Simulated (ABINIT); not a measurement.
Planning a run of ABINIT 10.8.3 on TiNF (Pmmn). The input:

```
acell 3*1.0 Angstrom
rprim 
  3.062004000000 0.000000000000 0.000000000000
  0.000000000000 3.964387000000 0.000000000000
  0.000000000000 0.000000000000 7.870826000000
ntypat 3
znucl 22 7 9
natom 6
typat 1 1 2 2 3 3
xred 
  0.500000000000 0.000000000000 0.895914000000
  0.000000000000 0.500000000000 0.104086000000
  0.500000000000 0.500000000000 0.939316000000
  0.000000000000 0.000000000000 0.060684000000
  0.000000000000 0.000000000000 0.724624000000
  0.500000000000 0.500000000000 0.275376000000
pp_dirpath "pseudos"
pseudos "Ti.upf, N.upf, F.upf"
ecut 38
ngkpt 4 2 1
nshiftk 1
shiftk 0 0 0
kptopt 1
chksymbreak 0
istwfk *1
occopt 1
irdwfk 1
optdriver 4
nband 87
gwcalctyp 10
ecutsigx 38
symsigma 1
nkptgw 6
kptgw 
  0.0000000000 0.0000000000 0.0000000000
  0.2500000000 0.0000000000 0.0000000000
  0.5000000000 0.0000000000 0.0000000000
  0.0000000000 0.5000000000 0.0000000000
  0.2500000000 0.5000000000 0.0000000000
  0.5000000000 0.5000000000 0.0000000000
bdgw 
  13 30
  13 30
  13 30
  13 30
  13 30
  13 30
ecuteps 3.9
irdscr 1
ppmodel 1
irdqps 1
indata_prefix "in"
outdata_prefix "out"
tmpdata_prefix "tmp"
```

```sh
OMP_NUM_THREADS=1 mpirun -n 4 abinit run.abi > log
```

**Question.** Estimate wall time and host memory on 4 MPI ranks of Arm Neoverse V2, shared host.

It took 56 s; on shared hardware allow 28 s to 1.9 min. Peak host memory was 2.0 GiB.

[Paths, hosts, dates, memory and timing lines, banners, echoed tables and standing remarks are left out of the program output.]

[Logs are printed without paths, hosts, clocks, repeated set-up lines and the standing remarks that a program may print on its own settings, such as how far it seeks lower states.]

[Runs of the session that timed out or met a known fault of the program may be left out.]

[Hosts, paths, dates, database ids (printed as entryN), source tags and the programs' standing remarks are cut or masked in the printed files.]

[G0W0 gaps are taken among the corrected bands and points alone; a level outside them can change the order at an edge.]

[Where Ansatz stands beside ABINIT at settings called matched, ABINIT's density can come from a denser mesh and the files from another edition; pairs whose starting gaps differed by over 0.03 eV were left out, so agreement reads better than it is.]
